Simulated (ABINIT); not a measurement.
# LiH (Fm-3m): ε∞ against volume

The cell of LiH (Fm-3m) is scaled evenly and the response computed anew at each volume, on one mesh.

The structure is cubic, space group Fm-3m (No. 225). The conventional cell has a = 4.074 Å, b = 4.074 Å, c = 4.074 Å, α = 90.00°, β = 90.00°, γ = 90.00°. Li on site a is surrounded by 6 H at 2.04 Å. Around H on site b lie 6 Li at 2.04 Å.

Method: ABINIT 10.8.3, PBE, independent particles, k-mesh 14×14×14, Lorentzian half width 0.04 eV.

Launch of the response step: `optic optic.abi`. The series took 51 s in all, its band step included, on 4 threads of Arm Neoverse V2, with other jobs on the host.

```tsv
V/V₀	V (Å³, primitive cell)	ε∞
0.94	15.88	4.4432
0.97	16.39	4.3884
1.00	16.90	4.3375
1.03	17.41	4.2901
1.06	17.91	?
```

For small changes the quantity should be close to linear in ln V.

Working, on the rows shown:

| x = ln(V/V₀) | y = ε∞ |
| --- | --- |
| -0.0618754 | 4.4432 |
| -0.0304592 | 4.3884 |
| 0 | 4.3375 |
| 0.0295588 | 4.2901 |

Means: x̄ = -0.015694, ȳ = 4.3648. Σ(x − x̄)(y − ȳ) = -0.007778, Σ(x − x̄)² = 0.004645. Slope = -0.007778 / 0.004645 = -1.675; intercept = ȳ − slope · x̄ = 4.3385. The line misses the rows shown by at most 0.0011.

Task: Predict the last column of the withheld row from the fit.

Result: At x = 0.058269 the line gives y = 4.2409. The run gave 4.2459, so the extrapolation is off by 0.005, 3 % of the range in the table.

Between the rows on either side of x = 0 the slope is (4.2901 − 4.3884) / (0.029559 − (-0.030459)) = -1.638. So d ln ε∞/d ln V = -0.38 at V₀: ε∞ rises under slight compression. Fixed polarisabilities with Lorentz local fields (Clausius-Mossotti) would give −(ε − 1)(ε + 2)/3ε = -1.63, so the polarisability itself falls as the cell is compressed. The cell comes from an older database entry, whose edges can be off by a per cent or so. Excitons are left out and so are local fields; PBE gaps are as a rule too small. The values come from a sum over the points of one k-mesh and carry its error, which grows as the direct gap shrinks.

[Logs are printed without paths, hosts, clocks, repeated set-up lines and the standing remarks that a program may print on its own settings, such as how far it seeks lower states.]
